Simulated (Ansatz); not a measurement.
# From r2SCAN to G0W0: BaTiO3 (R3m), part 2 of 2

How far does one-shot GW move the r2SCAN gap of BaTiO3 (R3m)?

Ansatz 0.2.0; r2SCAN, then G0W0 on it, plane waves, PAW. Known limits of the many-body steps: finite bands, screening cutoff and k mesh; no spin-orbit coupling in G0W0.

So far. Step 2 (Bands along the symmetry lines): Over mesh and path the gap is 2.799 eV, from k = (0.500, 0.500, 0.500) to k = Γ. The least direct gap found is 3.138 eV, at k = (0.050, -0.050, 0.000).

In doubt: masses and optical values from hybrid runs of this build are listed as unsure (in some of the runs), which bears on the screening that GW takes from such a start.

**3. G0W0 on the 4×4×4 mesh**

G0W0 replaces the xc potential by a self-energy built once from the orbitals of the start. Levels are corrected in the window of bands that the input names, at points of the mesh.

This step: G0W0 on r2SCAN, plane waves, PAW.

Input file input.yaml:

```yaml
crystal:
  lattice:
    - [2.8273666084, 1.6323808724, 2.3183934932]
    - [-2.8273666084, 1.6323808724, 2.3183934932]
    - [0.0, -3.2647617449, 2.3183934932]
  atoms:
    - { symbol: Ba, position: [0.0, 0.0, 0.0] }
    - { symbol: Ti, position: [0.4845, 0.4845, 0.4845] }
    - { symbol: O, position: [0.5086, 0.5086, 0.0175] }
    - { symbol: O, position: [0.0175, 0.5086, 0.5086] }
    - { symbol: O, position: [0.5086, 0.0175, 0.5086] }
kpoints:
  mp_grid: { grid: [4, 4, 4] }
hamiltonian:
  xc: r2scan
scf:
  occupations: { method: fixed }
gw:
  n_empty_bands: 508
  ecut_chi: 230.0
  qp_bands: [v2, c2]
  qp_kpoints: band_edges
  screening: { model: contour_deformation }
```

Launch:

```bash
ansatz run input.yaml --threads 3 --pin off --max-ram 92160MiB --backend cuda --events-out ev --progress --plain --runs-dir out --devices 1 --max-vram 13GiB  # rebuilt from the run's record
```

Numbers of over 12 decimals in the logs are rounded to 6 here.

What it wrote:

```text
GPUs: using 1 of 1 available (devices: 1).
[...]
GPU FFT provider: cuFFT
GPU libraries: cuBLAS 13.8.2, cuFFT 12.4.0, cuSOLVER 12.3.4
Crystal: 5 atoms, lattice volume = 64.201 Å³
Basis set: ecut = 500 eV, 1647 PW (Γ), exchange–correlation on 120×120×120 points (64 copies of the dense FFT grid, shifted against one another)
Bands: 25, of which v1, the nominal top of the filled ones, is band 20 counted from 1 (19 counted from 0)
Symmetry: 6 space group operations
[...]
k-points: 13 of 64 (time reversal used)
[...]
GPU buffer pool allocated for 27000 grid points (all kernels)
[...]
SCF iter   1: F=—  HF=-10183.725294 eV  |F-HF|=—  |Δ(HF+E_count)|=         —  Δρ=2.09e-2  dr2=3.52e-1  dr2_τ=2.49e-1  ethr=1.77e-3  ⟨swp⟩=4.8  Hψ=1398  notcnv=0  defer=24
[...]
SCF iter   7: F=-10183.827721 eV  HF=-10183.827721 eV  |F-HF|=8.44e-9  |Δ(HF+E_count)|=   4.10e-7  Δρ=8.04e-6  dr2=2.62e-8  dr2_τ=3.81e-9  ethr=2.50e-10  ⟨swp⟩=7.2  Hψ=1617  notcnv=0
SCF 1 converged in 7 iterations: F = -10183.827721 eV  dr2 = 2.62e-8
[...]
NSCF: frozen V_eff on 13 k-points, pencils in batches of 32, up to order 100
the band table was solved once the SCF had ended and its energy, with any forces and stress, was formed, with the checks that follow a solve (1395 applications of the Hamiltonian). They found nothing against the state; the energy, forces and stress were not computed again (output.eigenvalues in the input reference)
[...]
NSCF: frozen V_eff on 13 k-points
G₀W₀ screening: q 1/13
[... further progress lines ...]
[...]
SCF converged after 7 iterations
Free energy (F): -10183.827721 eV
[...]
Internal energy: -10183.827721 eV  (E = F + TS)
E sigma→0 (E₀):  -10183.827721 eV
Fermi energy:    9.917450 eV
[...]
--- Band table (eV; the first three rows and the last of 13) ---
  k-point 0: bands = [... 16 lower, 8.8042, 9.4350, 9.5490, 9.5490, 12.7147, 12.7147, 12.8515, 14.7904, ... 1 higher]
  k-point 1: bands = [... 16 lower, 8.5019, 8.7202, 9.2895, 9.3088, 12.7962, 13.3851, 13.4741, 14.7829, ... 1 higher]
  k-point 2: bands = [... 16 lower, 8.2694, 8.3293, 8.9788, 9.0922, 12.8595, 14.0931, 14.1933, 14.7548, ... 1 higher]
  k-point 12: bands = [... 16 lower, 7.6166, 9.9033, 9.9033, 9.9174, 14.6501, 14.8061, 14.8061, 17.2667, ... 1 higher]
--- G₀W₀: contour deformation, 7 samples at zero and on the imaginary axis and 1 off it, 64 q-points, 508 empty bands' worth ---
  eigenvalues of the whole cell's RPA ε∞ on this k-mesh (on a slab, of 1 + 4πα/V) = 4.7306, 5.1228, 5.1228; static W/v taken at q = 0 is 0.200487
  bands read: the sum over 528 bands ends inside a degenerate multiplet in 1 slot, whose members it reads at an even weight; the widest, k=12: bands 528 to 529 (counted from 1) at 1/2 each
  gw.qp_kpoints: band_edges: 11 of 13 stored k-points solved, in 1 pass; an edge of the gap read off the rows below is read off those points alone
    valence top: of the k-points left out ik 7 came nearest to being solved in a further pass, in band 20 (counted from 1, as in the quasiparticle table): it holds the edge there only if its correction is more favourable than any solved in that band by at least 0.587 eV; those differ by 0.055 eV
    conduction bottom: of the k-points left out ik 9 came nearest to being solved in a further pass, in band 21 (counted from 1, as in the quasiparticle table): it holds the edge there only if its correction is more favourable than any solved in that band by at least 0.933 eV; those differ by 0.093 eV
    ik  band        ε_KS         Σx   Σc(E_QP)       V_xc       Z   E_QP_lin       E_QP  E_QP is
     0    19      9.5490   -25.9150     3.8620   -21.6810  0.7397     9.1748     9.1770  root
     0    20      9.5490   -25.9150     3.8620   -21.6810  0.7397     9.1748     9.1770  root
     0    21     12.7147   -12.9312    -6.2984   -20.1616  0.7472    13.6604    13.6467  root
     0    22     12.7147   -12.9312    -6.2984   -20.1616  0.7472    13.6604    13.6467  root
     1    19      9.2895   -25.4164     3.8048   -21.2214  0.7378     8.8967     8.8993  root
     1    20      9.3088   -25.8606     3.9677   -21.5090  0.7379     8.9223     8.9248  root
     1    21     12.7962   -13.1226    -6.3516   -20.4154  0.7446    13.7517    13.7373  root
     1    22     13.3851   -13.8425    -6.5886   -21.4142  0.7310    14.3861    14.3682  root
     2    19      8.9788   -25.4729     3.9181   -21.1482  0.7356     8.5694     8.5723  root
     2    20      9.0922   -25.9481     4.1164   -21.4333  0.7365     8.6910     8.6937  root
     2    21     12.8595   -13.2148    -6.4880   -20.6640  0.7416    13.8361    13.8206  root
     2    22     14.0931   -14.4947    -7.0606   -22.5781  0.7107    15.1403    15.1160  root
     3    19      9.0238   -25.3988     3.9643   -21.0198  0.7370     8.6061     8.6091  root
     3    20      9.4312   -25.5845     4.1955   -20.9757  0.7329     9.0148     9.0179  root
     3    21     13.3866   -13.7121    -6.6850   -21.3798  0.7313    14.3874    14.3693  root
     3    22     13.5134   -14.0475    -6.6547   -21.7016  0.7272    14.5320    14.5128  root
     4    19      8.9221   -25.2662     4.2155   -20.6210  0.7315     8.4889     8.4925  root
     4    20      9.4462   -25.3534     4.2728   -20.6705  0.7304     9.0329     9.0361  root
     4    21     13.4721   -13.9029    -6.7357   -21.6367  0.7282    14.4893    14.4702  root
     4    22     14.1406   -14.4003    -7.1628   -22.5861  0.7096    15.1884    15.1636  root
     5    19      9.0542   -25.4468     3.9976   -21.0350  0.7370     8.6370     8.6400  root
     5    20      9.4562   -25.5410     4.1694   -20.9671  0.7326     9.0486     9.0516  root
     5    21     13.3099   -13.6687    -6.6184   -21.2642  0.7338    14.3044    14.2870  root
     5    22     13.5317   -13.9073    -6.7282   -21.6308  0.7268    14.5463    14.5270  root
     6    19      9.0923   -25.3164     4.2731   -20.5864  0.7308     8.6313     8.6354  root
     6    20      9.8632   -25.7934     4.3153   -21.1065  0.7324     9.4892     9.4916  root
     6    21     14.1752   -14.5162    -7.1806   -22.7218  0.7077    15.2254    15.2002  root
     6    22     14.1799   -14.5539    -7.1530   -22.7396  0.7087    15.2380    15.2126  root
     8    19      9.3639   -25.2719     4.3202   -20.5275  0.7299     8.9363     8.9397  root
     8    20      9.4219   -25.1964     4.3003   -20.5006  0.7292     9.0235     9.0264  root
     8    21     13.9416   -14.1762    -6.9930   -22.1768  0.7168    14.9714    14.9492  root
     8    22     14.3113   -14.2352    -7.3688   -22.6190  0.7060    15.3521    15.3264  root
    10    19      9.4218   -25.3650     4.3243   -20.6290  0.7303     9.0071     9.0103  root
    10    20      9.8864   -25.8485     4.3155   -21.1684  0.7324     9.5196     9.5218  root
    10    21     14.3617   -14.4969    -7.3231   -22.8416  0.7040    15.4099    15.3834  root
    10    22     14.4700   -14.5538    -7.3523   -22.9332  0.7024    15.5245    15.4971  root
    11    19      9.3577   -25.2311     4.3208   -20.4865  0.7298     8.9304     8.9339  root
    11    20      9.4213   -25.2212     4.2938   -20.5310  0.7292     9.0220     9.0249  root
    11    21     13.8401   -14.1462    -6.9320   -22.0849  0.7203    14.8681    14.8468  root
    11    22     14.2814   -14.1301    -7.2957   -22.4405  0.7082    15.3213    15.2961  root
    12    19      9.9033   -25.8945     4.3126   -21.2240  0.7325     9.5432     9.5454  root
    12    20      9.9174   -25.9199     4.3227   -21.2390  0.7326     9.5570     9.5592  root
    12    21     14.6501   -14.5100    -7.6004   -23.1315  0.6951    15.7005    15.6712  root
    12    22     14.8061   -14.5936    -7.6762   -23.2968  0.6924    15.8636    15.8331  root
```

The job ended after 45 s (1 × NVIDIA H100 80GB HBM3 (shared by 6 runs) with 3 threads of AMD EPYC 7R13 (Zen 3), shared host; peak memory 1.9 GiB).

Numbers from this step:

```
bands summed                                    : 528
RPA ε∞ on this mesh (eigenvalues)               : 4.731, 5.123, 5.123
plane waves in the screening matrix             : 485
q-points in the mesh                            : 64
G0W0 gap over the corrected points              : 4.087 eV
k of the valence top                            : -0.5, -0.5, -0.5
k of the conduction bottom                      : 0, 0, 0
starting gap on the mesh                        : 2.797 eV
Z at the valence top                            : 0.7326
Z at the conduction bottom                      : 0.7472
least direct G0W0 gap over the corrected points : 4.470 eV
```

Over 11 of 13 irreducible mesh points the G0W0 gap is 4.087 eV, from k = (-0.500, -0.500, -0.500) to k = Γ. The r2SCAN gap of this run on the mesh is 2.797 eV. The two states that bound the G0W0 gap lie that far apart at the start, so the correction of the gap is 4.087 − 2.797 = +1.290 eV. The start of this run differs from the step before in mesh (6×6×6 and 4×4×4).

Labels follow the order of the start: v1 is the top filled band, c1 the lowest empty one; levels that stay degenerate share a row, the window can cut a multiplet, doubted levels are not marked in this list, bands outside the window were not corrected, and the list may be a part of the corrected levels. Levels before and after the correction, in eV, zero at the valence-band top of each column:

```
           conduction bottom  valence top
Kohn-Sham               2.80         0.00
     G0W0               4.09         0.00
```

```csv
,level,occupation,energy (eV)
Kohn-Sham,Γ v2-v1,2,-0.368
Kohn-Sham,Γ c1-c2,0,2.797
Kohn-Sham,(-0.5 -0.5 -0.5) v2,2,-0.014
Kohn-Sham,(-0.5 -0.5 -0.5) v1,2,0.000
Kohn-Sham,(-0.5 -0.5 -0.5) c1,0,4.733
Kohn-Sham,(-0.5 -0.5 -0.5) c2,0,4.889
G0W0,Γ v2-v1,2,-0.382
G0W0,Γ c1-c2,0,4.087
G0W0,(-0.5 -0.5 -0.5) v2,2,-0.014
G0W0,(-0.5 -0.5 -0.5) v1,2,0.000
G0W0,(-0.5 -0.5 -0.5) c1,0,6.112
G0W0,(-0.5 -0.5 -0.5) c2,0,6.274
```

The parts of the quasiparticle energy for the two states that bound the G0W0 gap, in eV on the run's own scale (QP = start + Σx + Σc − Vxc, with Σc at the quasiparticle energy):

```
             edge                         k  band   start       Σx      Σc      Vxc      Z      QP
      valence top  (-0.500, -0.500, -0.500)    20   9.917  −25.920   4.323  −21.239  0.733   9.559
conduction bottom                         Γ    21  12.715  −12.931  −6.298  −20.162  0.747  13.647
```

**4. Spin-orbit coupling in r2SCAN**

This run has two-component orbitals with spin-orbit coupling.

This step: DFT, r2SCAN with spin-orbit coupling, plane waves, PAW.

input.yaml, the sections that differ from step 3:

```yaml
kpoints:
  mp_grid: { grid: [6, 6, 6] }
  band_path:
    path:
      - [0.0, 0.0, 0.0]
      - [0.5, 0.5, 0.5]
      - [0.50282879, 0.49717121, 0.5]
      - [0.5, -0.49717121, 0.49717121]
      - [0.5, 0.0, 0.0]
      - [0.49858561, -0.49858561, 0.0]
      - [0.50141439, 0.0, 0.49858561]
      - [0.049858561, -0.049858561, 0.0]
    npoints: 1
scf:
  occupations: { method: fixed }
  n_extra_bands: 10
magnetization:
  noncollinear: true
  spin_orbit: true
output:
  eigenvalues: true
  forces: true
  stress: true
  write_density: true
  write_potential: true
  elf: true
  volumetric_format: npy
# crystal, hamiltonian: as in step 3
# gw: removed
```

What it wrote:

```text
[...]
GPUs: using 1 of 1 available (devices: 1).
[...]
non-collinear run that drives no moment, with spin-orbit: no starting moment large enough to seed its density (crystal.atoms[].spin), no starting occupations that ask for one, no magnetisation constraint and no magnetic field, so the semilocal B_xc is pinned to zero
[...]
GPU FFT provider: cuFFT
GPU libraries: cuBLAS 13.8.2, cuFFT 12.4.0, cuSOLVER 12.3.4
Crystal: 5 atoms, lattice volume = 64.201 Å³
Basis set: ecut = 500 eV, 1647 PW (Γ), exchange–correlation on 120×120×120 points (64 copies of the dense FFT grid, shifted against one another)
Bands: 50, of which v1, the nominal top of the filled ones, is band 40 counted from 1 (39 counted from 0)
Symmetry: 6 space group operations + 6 with time reversal
[...]
k-points: 32 of 216 (time reversal used)
Projection manifold: j_resolved (fully-relativistic pseudo-atomic orbitals)
[...]
GPU buffer pool allocated for 27000 grid points (all kernels)
[...]
SCF iter   1: F=—  HF=-10169.394131 eV  |F-HF|=—  |Δ(HF+E_count)|=         —  Δρ=5.40e-2  dr2=2.13e0  dr2_τ=6.00e-2  dr2_m=0.00e0 (ungated)  ethr=3.10e-3  |M|=0.00e0 ∫|m|=0.00e0 μB  |m|>n=0.0e0 m-floor=0.0e0 τ_xc=0.0e0  β_m=0.30  ⟨swp⟩=4.5  Hψ=6985  notcnv=0  defer=158
[...]
spin=Noncollinear: Resta preconditioning applied to the charge; magnetization (m_x, m_y, m_z) channels mix plain (no charge-response kernel on spin).
[...]
SCF converged after 9 iterations
Magnetization: |M| = 0.0000 μB,  M = (+0.0000, +0.0000, +0.0000) μB
Absolute magnetization: 0.0000 μB (∫|m|)
  site 0: m = (+0.0000, +0.0000, +0.0000) μB, |m| = 0.0000 μB  (R = 1.15 Å)
  site 1: m = (+0.0000, +0.0000, +0.0000) μB, |m| = 0.0000 μB  (R = 0.77 Å)
  site 2: m = (+0.0000, +0.0000, +0.0000) μB, |m| = 0.0000 μB  (R = 0.77 Å)
  site 3: m = (+0.0000, +0.0000, +0.0000) μB, |m| = 0.0000 μB  (R = 0.77 Å)
  site 4: m = (+0.0000, +0.0000, +0.0000) μB, |m| = 0.0000 μB  (R = 0.77 Å)
Free energy (F): -10169.548219 eV
[...]
Internal energy: -10169.548219 eV  (E = F + TS)
E sigma→0 (E₀):  -10169.548219 eV
Fermi energy:    9.918824 eV
[...]
--- Forces (eV/Å), atoms counted from 1 ---
  atom   1  Ba    -0.00000000     0.00000000    -0.13384019
  atom   2  Ti    -0.00000000    -0.00000000     0.09561052
  atom   3  O      0.00000000     0.04284488     0.01273978
  atom   4  O     -0.03710475    -0.02142244     0.01273978
  atom   5  O      0.03710475    -0.02142244     0.01273978
  max |Σ_I F_I| component: 1.03e-5 eV/Å
--- Stress (GPa, compression-positive) ---
        1.930435      -0.000000       0.000000
       -0.000000       1.930435       0.000000
        0.000000       0.000000       1.867190
  P = ⅓ Tr σ = 1.9094 GPa (19.094 kbar)
--- Band table (eV; the first three rows and the last of 32) ---
  k-point 0: bands = [... 36 lower, 9.5413, 9.5413, 9.5938, 9.5938, 12.7075, 12.7075, 12.7198, 12.7198, ... 6 higher]
  k-point 1: bands = [... 36 lower, 9.3783, 9.4277, 9.4794, 9.4936, 12.7536, 12.7635, 13.0634, 13.0717, ... 6 higher]
  k-point 2: bands = [... 36 lower, 9.1111, 9.1314, 9.2021, 9.2071, 12.8268, 12.8297, 13.7257, 13.7343, ... 6 higher]
  k-point 31: bands = [... 36 lower, 9.9072, 9.9072, 9.9188, 9.9188, 14.6498, 14.6498, 14.8023, 14.8023, ... 6 higher]
```

Run time: 7.4 s. Hardware: 1 × NVIDIA H100 80GB HBM3 (shared by 6 runs) with 3 threads; peak memory 1.2 GiB; 11 s of CPU time.

This step gave:

```yaml
pressure: 1.909 GPa
gap: 2.788 eV
valence_top_at: H_2
conduction_bottom_at: Γ
least_direct_gap: 3.086 eV
```

Over mesh and listed points the gap is 2.788 eV, from k = (0.503, 0.497, 0.500) to k = Γ. The least direct gap found is 3.086 eV, at k = (0.050, -0.050, 0.000). r2SCAN+SOC against r2SCAN: 2.788 − 2.799 = −0.011 eV. Mesh, set of files and cutoff are the same, but the valence top lies at another k point, so this need not be the shift of one pair of states. The spin-orbit run sees mesh and listed points alone, so its gap is an upper bound: the coupling can move an edge off these points, the more so as this crystal has no centre of inversion, and the change over the zone, its sign included where it is small, is not known.

**5. The runs together**

Each gap is the least one over the points named; times are wall times on shared hosts, not benchmarks. A G0W0 time includes the run's own self-consistent start. Runs with listed points see these and the mesh alone, so an edge that moves elsewhere is missed. Rows marked * are further runs, not shown as steps, whose inputs differ from the G0W0 step on the same start in the columns given; solver thresholds can differ too. Symmetry makes (0.500, 0.500, 0.500) and (-0.500, -0.500, -0.500) one point.

```
       level   mesh       files, cutoff    bands summed, screening                            points  gap (eV)               valence top  conduction bottom  least direct gap (eV)   time
      r2SCAN  6×6×6  soft_2 PAW, 500 eV                          -                     mesh and path     2.799     (0.500, 0.500, 0.500)                  Γ                  3.138  9.2 s
  r2SCAN+SOC  6×6×6  soft_2 PAW, 500 eV                          -            mesh and listed points     2.788     (0.503, 0.497, 0.500)                  Γ                  3.086  7.4 s
G0W0@r2SCAN*  4×4×4  soft_2 PAW, 500 eV                 103, 69 eV  11 of 13 irreducible mesh points     4.112  (-0.500, -0.500, -0.500)                  Γ                  4.455   14 s
G0W0@r2SCAN*  4×4×4  soft_2 PAW, 500 eV                256, 138 eV  11 of 13 irreducible mesh points     4.031  (-0.500, -0.500, -0.500)                  Γ                  4.405   14 s
 G0W0@r2SCAN  4×4×4  soft_2 PAW, 500 eV                528, 230 eV  11 of 13 irreducible mesh points     4.087  (-0.500, -0.500, -0.500)                  Γ                  4.470   45 s
G0W0@r2SCAN*  4×4×4  soft_2 PAW, 500 eV  528, 230 eV, plasmon pole  11 of 13 irreducible mesh points     4.030  (-0.500, -0.500, -0.500)                  Γ                  4.425   61 s
```

**6. What came out**

| Property | Result |
| --- | --- |
| r2SCAN gap over mesh and path | 2.799 eV, from k = (0.500, 0.500, 0.500) to k = Γ |
| G0W0@r2SCAN gap over 11 of 13 irreducible mesh points | 4.087 eV, from k = (-0.500, -0.500, -0.500) to k = Γ |
| r2SCAN+SOC gap over mesh and listed points | 2.788 eV |
| GW settings | 4×4×4 mesh, 508 empty bands, screening to 230 eV |
| known limits | finite bands, screening cutoff and k mesh; no spin-orbit coupling in G0W0 |

What this shows: Over 11 of 13 irreducible mesh points the G0W0 gap is 4.087 eV, from k = (-0.500, -0.500, -0.500) to k = Γ. The r2SCAN gap of this run on the mesh is 2.797 eV. The two states that bound the G0W0 gap lie that far apart at the start, so the correction of the gap is 4.087 − 2.797 = +1.290 eV. The valence state moves by 9.559 − 9.917 = −0.358 eV and the conduction state by 13.647 − 12.715 = +0.932 eV, on the run's own scale; with 103 bands the edge states move by +0.203 and +1.517 eV, so the split between the edges depends on the bands and cutoff. Both edges that r2SCAN shows over mesh and path lie at k points where levels were corrected. Levels at other points were not corrected, so a lower G0W0 gap elsewhere in the zone is not ruled out. From 103 bands and 69 eV to 528 bands and 230 eV the gap moves by 4.087 − 4.112 = −0.025 eV (rung by rung 4.112, 4.031, 4.087 eV); bands and screening cutoff rise together, so their parts are not told apart. The gap turns back along the series (4.112, 4.031, 4.087 eV), so no line is drawn and the limit is not known. With the plasmon pole model in place of the contour deformation model and all else as in the G0W0@r2SCAN row with 528 bands, the gap differs by 4.030 − 4.087 = −0.057 eV. G0W0 on other starts in this series, not shown as steps and not all at these settings: 4.406 eV on HSE06 (4×4×4, soft_2 PAW, 528 bands, 230 eV) and 4.145 eV on LDA (4×4×4, soft_2 PAW, 528 bands, 230 eV). r2SCAN+SOC against r2SCAN: 2.788 − 2.799 = −0.011 eV. Mesh, set of files and cutoff are the same, but the valence top lies at another k point, so this need not be the shift of one pair of states. The spin-orbit run sees mesh and listed points alone, so its gap is an upper bound: the coupling can move an edge off these points, the more so as this crystal has no centre of inversion, and the change over the zone, its sign included where it is small, is not known. What spin-orbit coupling does to the G0W0 levels was not computed, so no sum with the G0W0 gap is formed. The G0W0 runs are scalar-relativistic. No pair of G0W0 runs that differ in the mesh alone is shown (4×4×4 is a supercell whose nearest images lie 16 Å apart), so the error from the mesh is not known here. G0W0@r2SCAN runs of this series with other atomic data on the same mesh, not shown as steps, give 4.103 eV (hard PAW, 1050 eV, 773 bands, screening to 299 eV); where bands and cutoffs differ too, the part of the files is not isolated.

[Paths, hosts, dates, memory and timing lines, banners, echoed tables and standing remarks are left out of the program output.]

[Logs are printed without paths, hosts, clocks, repeated set-up lines and the standing remarks that a program may print on its own settings, such as how far it seeks lower states.]

[Runs of the session that timed out or met a known fault of the program may be left out.]

[Cells called generated may have been cut or substituted from an entry of the Crystallography Open Database or the Materials Project.]

[Hosts, paths, dates, database ids (printed as entryN), source tags and the programs' standing remarks are cut or masked in the printed files.]

[Where an RPA ε∞ is given, it is that of the G0W0 mesh and is not shown converged in it. Names of k-points follow the symmetry that the program found, which can be lower than the space group named. Band edges on a path are those of the sampled points; other points can move an edge, and change direct to indirect where valleys lie close.]

[Hybrid gaps are those of their k-mesh and are not shown converged in it.]
